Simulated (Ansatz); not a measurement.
**Al2O3 (Corundum): a many-body input that goes wrong, and its mend**

What is wrong with this input for Al2O3 (Corundum)?

Calculated with Ansatz 0.2.0; G0W0 on PBE, plane waves, PAW.

**1. The structure**

It takes space group R-3c (No. 167, trigonal). The conventional cell has a = 4.760 Å, b = 4.760 Å, c = 12.996 Å, α = 90.00°, β = 90.00°, γ = 120.00°. Nearest to Al lie 6 O at 1.85 to 1.97 Å. Nearest to O lie 4 Al at 1.85 to 1.97 Å. Farther neighbours and most contacts between anions are not listed.

The cell and positions come from the Crystallography Open Database and are kept as given unless a step says otherwise. The default PAW set here is soft_2. Its files were made with PBE.

**2. First try**

input.yaml reads:

```yaml
crystal:
  lattice:
    - [2.38025, 1.3742379782, 4.3318666667]
    - [-2.38025, 1.3742379782, 4.3318666667]
    - [0.0, -2.7484759565, 4.3318666667]
  atoms:
    - { symbol: Al, position: [0.35216, 0.35216, 0.35216] }
    - { symbol: Al, position: [0.14784, 0.14784, 0.14784] }
    - { symbol: Al, position: [0.64784, 0.64784, 0.64784] }
    - { symbol: Al, position: [0.85216, 0.85216, 0.85216] }
    - { symbol: O, position: [0.55668, 0.94332, 0.25] }
    - { symbol: O, position: [0.25, 0.55668, 0.94332] }
    - { symbol: O, position: [0.94332, 0.25, 0.55668] }
    - { symbol: O, position: [0.44332, 0.05668, 0.75] }
    - { symbol: O, position: [0.75, 0.44332, 0.05668] }
    - { symbol: O, position: [0.05668, 0.75, 0.44332] }
kpoints:
  mp_grid: { grid: [1, 1, 1] }
hamiltonian:
  xc: pbe
scf:
  occupations: { method: fixed }
gw:
  n_empty_bands: 138
  ecut_chi: 80
  qp_bands: [v3, c3]
  qp_kpoints: band_edges
  screening: { model: contour_deformation }
```

Command:

```console
ansatz run input.yaml --threads 3 --pin off --max-ram 92160MiB --backend cuda --events-out ev --progress --plain --runs-dir out --devices 1 --max-vram 13GiB
```

Numbers of over 12 decimals in the logs are rounded to 6 here.

Output:

```text
GPUs: using 1 of 1 available (devices: 1).
Engine: ansatz 0.2.0, x86_64-unknown-linux-gnu
Pseudopotentials: kind: paw
Pseudopotential: Al, paw, valence charge 3, recommended cutoff 420 eV (normal), Al.paw.azcp
Pseudopotential: O, paw, valence charge 6, recommended cutoff 420 eV (normal), O.paw.azcp
Functional definition: PBE
  parameter kappa = 0.804
  parameter beta = 0.066725
  exchange = pbe_x(kappa = kappa, mu = beta*pi^2/3)
  correlation = pbe_c(beta = beta)
device memory: the entry about to start is reckoned to put 0.7 GiB on a device that reports 60.5 GiB free (of which the cap on the GPU budget leaves the run 13.0 GiB)
GPU FFT provider: cuFFT
GPU libraries: cuBLAS 13.8.2, cuFFT 12.4.0, cuSOLVER 12.3.4
Crystal: 10 atoms, lattice volume = 85.018 Å³
Basis set: ecut = 420 eV, 1653 PW (Γ)
Bands: 34, of which v1, the nominal top of the filled ones, is band 24 counted from 1 (23 counted from 0)
Symmetry: 12 space group operations
Space group: R-3c (ITA 167), of the structure as read, at distance tolerance 4.4e-5 Å
k-points: 1
Non-local potential: Al, projectors of the file, l = 0: 2, l = 1: 2, l = 2: 1
Non-local potential: O, projectors of the file, l = 0: 2, l = 1: 2, l = 2: 1
PAW form: soft (Blöchl's): semilocal exchange-correlation on the pseudo side does not see the compensation charge
PAW one-centre angular grid: Al, 110 points (default); XC on 64 Gauss nodes
PAW one-centre angular grid: O, 110 points (default); XC on 64 Gauss nodes
Initial density: superposition of atomic densities (neutral atoms: chi_scale 0, normalization atom), corrected by the library's trained network
Initial wavefunctions: pseudopotential atomic-orbital guess
GPU buffer pool allocated for 46656 grid points (all kernels)
GPU transforms: local potential and band sums: pruned to the plane-wave sphere, on 36×36×36
Functional: x = pbe(κ = 0.804, μ = 0.219515), c = pbe(β = 0.066725)
SCF iter   1: F=—  HF=-5567.946846 eV  |F-HF|=—  |Δ(HF+E_count)|=         —  Δρ=1.25e-2  dr2=6.55e-2  ethr=1.77e-3  ⟨swp⟩=5.0  Hψ=139  notcnv=0  defer=5
preconditioner: auto → Resta (q_TF=auto, 2.480 Å⁻¹)  ε∞=3.5  [insulator: Δε(μ)=6.209 eV  Ē_g=17.486 eV  n_scr=20 (ndim 8)  ℏωp=27.9 eV  f_vac=0.000  ε∞_Penn≈3.5]
SCF iter   2: F=—  HF=-5567.930472 eV  |F-HF|=—  |Δ(HF+E_count)|=   1.64e-2  Δρ=5.89e-3  dr2=9.50e-3  ethr=1.36e-4  ⟨swp⟩=2.0  Hψ=53  notcnv=0  defer=8
SCF iter   3: F=—  HF=-5567.930782 eV  |F-HF|=—  |Δ(HF+E_count)|=   3.11e-4  Δρ=2.03e-3  dr2=1.50e-3  ethr=1.98e-5  ⟨swp⟩=2.0  Hψ=35  notcnv=0  defer=8
SCF iter   4: F=—  HF=-5567.931109 eV  |F-HF|=—  |Δ(HF+E_count)|=   3.27e-4  Δρ=2.73e-4  dr2=4.05e-5  ethr=3.12e-6  ⟨swp⟩=2.0  Hψ=53  notcnv=0  defer=8
SCF iter   5: F=—  HF=-5567.931122 eV  |F-HF|=—  |Δ(HF+E_count)|=   1.32e-5  Δρ=3.99e-5  dr2=7.78e-7  ethr=8.43e-8  ⟨swp⟩=3.0  Hψ=67  notcnv=0  defer=3
SCF iter   6: F=-5567.931122 eV  HF=-5567.931122 eV  |F-HF|=3.65e-8  |Δ(HF+E_count)|=   5.25e-8  Δρ=7.94e-6  dr2=3.74e-8  ethr=2.08e-10  ⟨swp⟩=9.0  Hψ=137  notcnv=0
SCF 1 converged in 6 iterations: F = -5567.931122 eV  dr2 = 3.74e-8
[...]
device memory: the entry about to start is reckoned to put 0.9 GiB on a device that reports 57.8 GiB free (of which the cap on the GPU budget leaves the run 13.0 GiB)
NSCF: frozen V_eff on 1 k-points
[...]
device memory: the entry about to start is reckoned to put 1.3 GiB on a device that reports 57.7 GiB free (of which the cap on the GPU budget leaves the run 13.0 GiB)
NSCF: frozen V_eff on 1 k-points
G₀W₀ screening: q 1/1
G₀W₀ self-energy: k 1/1
device memory: the entry about to start is reckoned to put 0.5 GiB on a device that reports 54.7 GiB free (of which the cap on the GPU budget leaves the run 13.0 GiB)
NSCF: frozen V_eff on 1 k-points
device memory: the entry about to start is reckoned to put 0.5 GiB on a device that reports 54.6 GiB free (of which the cap on the GPU budget leaves the run 13.0 GiB)
NSCF: frozen V_eff on 1 k-points
device memory: the entry about to start is reckoned to put 0.5 GiB on a device that reports 54.6 GiB free (of which the cap on the GPU budget leaves the run 13.0 GiB)
NSCF: frozen V_eff on 1 k-points
device memory: the entry about to start is reckoned to put 0.5 GiB on a device that reports 54.1 GiB free (of which the cap on the GPU budget leaves the run 13.0 GiB)
NSCF: frozen V_eff on 1 k-points
device memory: the entry about to start is reckoned to put 0.5 GiB on a device that reports 54.0 GiB free (of which the cap on the GPU budget leaves the run 13.0 GiB)
NSCF: frozen V_eff on 1 k-points
device memory: the entry about to start is reckoned to put 0.5 GiB on a device that reports 54.0 GiB free (of which the cap on the GPU budget leaves the run 13.0 GiB)
NSCF: frozen V_eff on 1 k-points
SCF converged after 6 iterations
Free energy (F): -5567.931122 eV
Harris-Foulkes:  -5567.931122 eV  (|F-HF|=3.65e-8)
Internal energy: -5567.931122 eV  (E = F + TS)
E sigma→0 (E₀):  -5567.931122 eV
Fermi energy:    7.877245 eV
--- Per-component energies (eV) ---
  E_band       = 73.137633
  E_kinetic    = 1185.828130
  E_local      = -1984.515556  (includes V_loc(G=0)·N_el)
  E_nonlocal   = 326.252325
  E_hartree    = 738.105999
  E_xc         = -611.895105
  E_vxc        = -694.895215  (∫ρ·V_xc dr)
  E_paw        = -2823.991861  (= ΣΔE_a)
  E_vpaw       = -235.759419  (= ΣTr[D̂ρ^β])
  E_aug_tail   = 0.015514  (compensation charges beyond the density's cutoff)
  E_ewald      = -2397.730569
  E_smearing   = -0.000000  (= −TS)
  E_closure    = 0.000000  (closes the sum)
  Σ components = -5567.931122   (vs F -5567.931122, Δ=0.00e0)
--- Band table (eV) ---
  k-point 0: bands = [... 20 lower, 7.3540, 7.8187, 7.8187, 7.8772, 14.0304, 16.9468, 18.5224, 19.3291, ... 6 higher]
--- G₀W₀: contour deformation, 5 samples at zero and on the imaginary axis and 1 off it, 1 q-point, 138 empty bands' worth ---
  eigenvalues of the whole cell's RPA ε∞ on this k-mesh (on a slab, of 1 + 4πα/V) = 4.6149, 4.6149, 4.8172; static W/v taken at q = 0 is 0.213760
  bands read: the sum over 162 bands ends inside a degenerate multiplet in 1 slot, whose members it reads at an even weight; the widest, k=0: bands 162 to 163 (counted from 1) at 1/2 each
  gw.qp_kpoints: band_edges: 1 of 1 stored k-point solved, in 1 pass; an edge of the gap read off the rows below is read off those points alone
    ik  band        ε_KS         Σx   Σc(E_QP)       V_xc       Z   E_QP_lin       E_QP  E_QP is
     0    22      7.8187   -27.7240     5.6059   -21.3648  0.7736     7.0587     7.0655  root
     0    23      7.8187   -27.7240     5.6059   -21.3648  0.7736     7.0587     7.0655  root
     0    24      7.8772   -27.9098     5.7628   -21.4058  0.7725     7.1293     7.1360  root
     0    25     14.0304   -10.3403    -5.2275   -16.6493  0.8033    15.1253    15.1119  root
     0    26     16.9468    -7.2142    -5.3947   -13.5407  0.8071    17.8887    17.8787  root
     0    27     18.5224    -9.5077    -5.3966   -16.3739  0.8019    20.0199    19.9921  root
```

Run time: 7.7 s. Hardware: 1 × NVIDIA H100 80GB HBM3 (shared by 6 runs) with 3 threads of AMD EPYC 7R13 (Zen 3), shared host; peak memory 1 GiB; 4 s of CPU time.

**What went wrong?**

The run ended normally, though the input holds a fault or crude settings.

The fault: G0W0 on a mesh far too coarse. So few points can't sample the density or the screening, and the band edges may lie elsewhere in the zone.

It printed a gap of 7.98 eV, which is an artefact of the settings.

**3. A better input**

Now the one-shot GW correction: screening in the RPA, then the self-energy of the levels asked for.

input.yaml: that of step 2 with these lines changed.

```diff
@@ -17,3 +17,3 @@
 kpoints:
-  mp_grid: { grid: [1, 1, 1] }
+  mp_grid: { grid: [4, 4, 4] }
 hamiltonian:
@@ -23,4 +23,4 @@
 gw:
-  n_empty_bands: 138
-  ecut_chi: 80
+  n_empty_bands: 164
+  ecut_chi: 90
   qp_bands: [v3, c3]
```

Output:

```text
GPUs: using 1 of 1 available (devices: 1).
[...]
GPU FFT provider: cuFFT
GPU libraries: cuBLAS 13.8.2, cuFFT 12.4.0, cuSOLVER 12.3.4
Crystal: 10 atoms, lattice volume = 85.018 Å³
Basis set: ecut = 420 eV, 1653 PW (Γ)
Bands: 34, of which v1, the nominal top of the filled ones, is band 24 counted from 1 (23 counted from 0)
[... 1 set-up line as in the run before ...]
[...]
k-points: 13 of 64
[...]
GPU buffer pool allocated for 46656 grid points (all kernels)
[...]
SCF iter   1: F=—  HF=-5569.548618 eV  |F-HF|=—  |Δ(HF+E_count)|=         —  Δρ=1.69e-3  dr2=1.16e-3  ethr=1.77e-3  ⟨swp⟩=5.3  Hψ=1777  notcnv=0  defer=87
[...]
SCF iter   6: F=-5569.550833 eV  HF=-5569.550833 eV  |F-HF|=1.32e-9  |Δ(HF+E_count)|=   2.51e-9  Δρ=2.09e-6  dr2=2.10e-9  ethr=6.81e-11  ⟨swp⟩=10.0  Hψ=2376  notcnv=0
SCF 1 converged in 6 iterations: F = -5569.550833 eV  dr2 = 2.10e-9
[...]
0    22      7.7066   -26.9900     4.5133   -21.3928  0.8112     6.6150     6.6228  root
     0    23      7.7066   -26.9900     4.5133   -21.3928  0.8112     6.6150     6.6228  root
     0    24      7.7510   -26.9138     4.4630   -21.3873  0.8118     6.6800     6.6875  root
     0    25     13.9678   -11.3835    -3.8645   -16.6328  0.8537    15.3614    15.3526  root
     0    26     16.9106    -7.9116    -4.2590   -13.5347  0.8568    18.2845    18.2747  root
     0    27     18.5127   -10.0280    -4.4298   -16.4078  0.8471    20.4853    20.4627  root
     1    22      7.3014   -26.5359     4.6191   -20.7076  0.8086     6.0817     6.0921  root
     1    23      7.5967   -26.8143     4.5569   -21.1261  0.8103     6.4567     6.4654  root
[...]
12    24      7.3684   -26.7487     4.5898   -20.9898  0.8097     6.1897     6.1992  root
    12    25     16.4293   -10.5419    -4.1221   -16.2397  0.8466    18.0184    18.0050  root
    12    26     16.4293   -10.5419    -4.1221   -16.2397  0.8466    18.0184    18.0050  root
    12    27     18.8590    -7.1141    -4.4304   -13.0268  0.8564    20.3540    20.3413  root
[key lines of the parts left out:]
SCF converged after 6 iterations
Free energy (F): -5569.550833 eV
Fermi energy:    7.750965 eV
```

Wall time 18 s (1 × NVIDIA H100 80GB HBM3 (shared by 6 runs) with 3 threads); peak memory 1.1 GiB.

Numbers from this step:

| Quantity | Value |
| --- | --- |
| bands summed | 188 |
| RPA ε∞ on this mesh (eigenvalues) | 3.106, 3.125, 3.125 |
| plane waves in the screening matrix | 169 |
| q-points in the mesh | 64 |
| G0W0 gap on the mesh | 8.665 eV |
| k of the valence top | 0, 0, 0 |
| k of the conduction bottom | 0, 0, 0 |
| starting gap on the mesh | 6.217 eV |
| Z at the valence top | 0.8118 |
| Z at the conduction bottom | 0.8537 |
| least direct G0W0 gap on the computed points | 8.665 eV |

The gap on the mesh goes from 6.22 eV to 8.67 eV, a correction of +2.45 eV. Between the two edge states, bare exchange in place of the xc potential would open the gap by 10.78 eV, and correlation takes back 8.33 eV.

**4. Results**

```
first try  : converged after 7.7 s
better run : G0W0 gap on the mesh 8.67 eV (4×4×4 mesh, 164 empty bands, screening to 90 eV)
```

The second run differs in: mesh, empty bands and screening cutoff (eV). Bands and cutoff are finite, so the gap is not at the basis limit. The miss can reach some tenths of an eV and take either sign; the mesh is an error of its own.

[Paths, hosts, dates, memory and timing lines, banners, echoed tables and standing remarks are left out of the program output.]

[Logs are printed without paths, hosts, clocks, repeated set-up lines and the standing remarks that a program may print on its own settings, such as how far it seeks lower states.]

[Runs of the session that timed out or met a known fault of the program may be left out.]

[Cells called generated may have been cut or substituted from an entry of the Crystallography Open Database or the Materials Project.]

[Hosts, paths, dates, database ids (printed as entryN), source tags and the programs' standing remarks are cut or masked in the printed files.]
